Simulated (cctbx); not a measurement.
**Lattice, Laue class and space group of a new crystal**

Cell: a = 4.9420 Å, b = 4.9420 Å, c = 8.1100 Å, α = 90.00°, β = 90.00°, γ = 120.00°. Expected content of the cell: Mo4 Cr8.

The data are simulated with cctbx, not measured: Mo Kα, λ = 0.71073 Å, to d = 0.8 Å, 50 % of the full sphere, strongest reflection 20000 counts, noise from counting, a 1.5 % proportional error and a noise floor of 4 counts (s.d.); no absorption.

Tests on the unmerged data give:

```text
676 reflections to d = 0.805 A
centring   violations  <I/sigma> of those
    A        272 of   338     23.0
    B        280 of   345     22.8
    C        280 of   345     21.2
    I        279 of   339     23.8
    R        365 of   455     22.7
    F        416 of   514     22.3
Laue class    unique    Rint  (classes that these axes allow; Friedel mates merged)
P -1              511   0.015
P 1 1 2/m         336   0.015
P -3              228   0.016
P -3 1 m          142   0.017
P -3 m 1          158   0.017
P 6/m             128   0.017
P 6/m m m          98   0.018
space group    extra absences  I>4sigma  <I/sigma>
P 6 2 2                 0          0         -  acentric
P 63 2 2                4          0       0.6  acentric
P 6 m m                 0          0         -  acentric
P 63 m c               71          0       0.3  acentric
P -6 m 2                0          0         -  acentric
P -6 2 m                0          0         -  acentric
P -6 2 c               71          0       0.3  acentric
P 6/m m m               0          0         -  centric
P 63/m m c             71          0       0.3  centric
Wilson B = 0.92 A^2   <|E^2-1|> = 0.856 (0.968 centric, 0.736 acentric)   E^2>4: 0.0 %
shell (A)         n   <I/sigma>
 8.11 - 1.61     18     49.3
 1.61 - 1.28     12     66.0
 1.28 - 1.12     15     36.4
 1.12 - 1.01     10     62.8
 1.01 - 0.94     10     40.0
 0.94 - 0.89     10     89.8
 0.89 - 0.84      9     33.0
 0.84 - 0.80     14     55.8
```

**Question.** What are the lattice type, the Laue class and the likely space group?

Every centring test has many violations, so the lattice is primitive.

Rint stays low (0.015 to 0.018) up to P 6/m m m, the highest class in these axes.

9 settings pass the absence test. The most absences obeyed, 71, belong to P 63 m c, P -6 2 c and P 63/m m c, which absences can't tell apart.

⟨|E²−1|⟩ = 0.856 lies between the two ideal values. The Wilson B of 0.92 Å² means U ≈ 0.0117 Å².

The true group is P6_3/mmc (no. 194), Laue class 6/mmm, centrosymmetric. The tables only narrow the choice to the tied entries; cell content, site symmetry and trial solutions must settle it.

This is a model crystal, built by substitution and not relaxed, with assumed displacement parameters.

[Logs are printed without paths, hosts, clocks, repeated set-up lines and the standing remarks that a program may print on its own settings, such as how far it seeks lower states.]
